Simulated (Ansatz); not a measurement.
# Liquid 62P2O5-12Al2O3-27MgO (mol %): a series in temperature

How do cells made at different temperatures differ in energy, pressure, forces, levels, charges and cost?

Computed with Ansatz 0.2.0: Kohn-Sham DFT, PBE, PAW (set soft_2). Every run is a single point, with the atoms held where the recipe put them (cutoff of the plane-wave runs 420 eV, fixed occupations).

First member: 141 atoms (32 P, 6 Al, 7 Mg, 96 O) placed at random at 2.48 g/cm³, melted at 4000 K for 10 ps at fixed volume with the Morse and Coulomb pair potential with partial charges (Pedone, Malavasi, Menziani, Cormack and Segre, J. Phys. Chem. B 110, 11780 (2006)). Snapshot at the end of a hold of 10 ps at 2550 K and fixed volume.

Last member: 141 atoms (32 P, 6 Al, 7 Mg, 96 O) placed at random at 2.48 g/cm³, melted at 4000 K for 10 ps at fixed volume with the Morse and Coulomb pair potential with partial charges (Pedone, Malavasi, Menziani, Cormack and Segre, J. Phys. Chem. B 110, 11780 (2006)). Snapshot at the end of a hold of 10 ps at 3300 K and fixed volume.

The members:

```
temperature (K)  reduced formula  atoms  valence electrons  k-mesh        basis  density (g/cm³)
           2550     Mg7Al6P32O96    141                824   1×1×1  plane waves             2.48
           2790     Mg7Al6P32O96    141                824   1×1×1  plane waves             2.48
           3000     Mg7Al6P32O96    141                824   1×1×1  plane waves             2.48
           3300     Mg7Al6P32O96    141                824   1×1×1  plane waves             2.48
```

Each cell is one sample from a classical run, so sample-to-sample scatter enters every column; pressures lack the kinetic term.

The input of the first member, without its atom lines; other members have their own cell and atoms, and may differ in mesh, basis and outputs:

```yaml
crystal:
  lattice:
    - [12.4168, 0.0, 0.0]
    - [0.0, 12.4168, 0.0]
    - [0.0, 0.0, 12.4168]
  atoms:
    [... 141 lines ...]
kpoints:
  mp_grid: { grid: [1, 1, 1] }
hamiltonian:
  xc: pbe
scf:
  occupations: { method: fixed }
output:
  forces: true
  stress: true
  populations: true
  dos:
    method: { smearing: { sigma: 0.1 } }
    de: 0.1
    projected: { site_lists: { Al: [Al], Mg: [Mg], O: [O], P: [P] } }
  eigenvalues: true
  write_density: true
  write_potential: true
  volumetric_format: npy
```

Results; charges are mean Löwdin charges in e:

| temperature (K) | energy less the first member's (meV/atom) | pressure (GPa) | r.m.s. force (eV/Å) | gap (eV) | q(Al) | q(Mg) | q(P) |
| --- | --- | --- | --- | --- | --- | --- | --- |
| 2550 | 0.0 | 2.39 | 2.59 | 0.0012 | +1.36 | +1.63 | +2.20 |
| 2790 | 26.8 | 4.15 | 2.76 | 0.560 | +1.40 | +1.63 | +2.20 |
| 3000 | 94.6 | 3.35 | 2.68 | 0.0951 | +1.36 | +1.65 | +2.19 |
| 3300 | 65.9 | 4.18 | 3.00 | 0.0845 | +1.40 | +1.65 | +2.18 |

The gap is that between the highest filled and lowest empty Kohn-Sham level on the run's k-points; tail or defect levels can set it, and semilocal functionals tend to put gaps under measured ones. The projection misses up to 0.096 e an atom, so the charges add up to more than the cell's charge.

Cost on 8 threads of Arm Neoverse V2, shared host:

```csv
temperature (K),atoms,basis,k-mesh,SCF cycles,time,host memory (GiB)
2550,141,plane waves,1×1×1,60,1.8 min,3.0
2790,141,plane waves,1×1×1,11,41 s,3.0
3000,141,plane waves,1×1×1,17,48 s,3.0
3300,141,plane waves,1×1×1,17,41 s,3.0
```

Times include the outputs that each run asked for, on hosts shared with other jobs.

The energy against the first member is lowest at 2550 K (0.0 meV/atom) and highest at 3000 K (94.6 meV/atom); each member is a single configuration. The gap is lowest at 2550 K (0.0012 eV) and highest at 2790 K (0.56 eV), with no steady trend; in single samples it varies with the configuration. The mean charge on Al lies between +1.36 and +1.40 e, with no steady trend. The pressure lies between 2.4 and 4.2 GPa, with no steady trend.

Caveats: The starting topology of bonds comes from the classical model, and needn't be the one that DFT or experiment would give. At 2550, 3000 and 3300 the occupations were fixed although filled and empty levels nearly touch, so that state is doubtful. The cells aren't relaxed by DFT, which could reorder their energies.

Left out: runs at 3600 (not converged).

[Logs are printed without paths, hosts, clocks, repeated set-up lines and the standing remarks that a program may print on its own settings, such as how far it seeks lower states.]

[Hosts, paths, dates, database ids (printed as entryN), source tags and the programs' standing remarks are cut or masked in the printed files.]
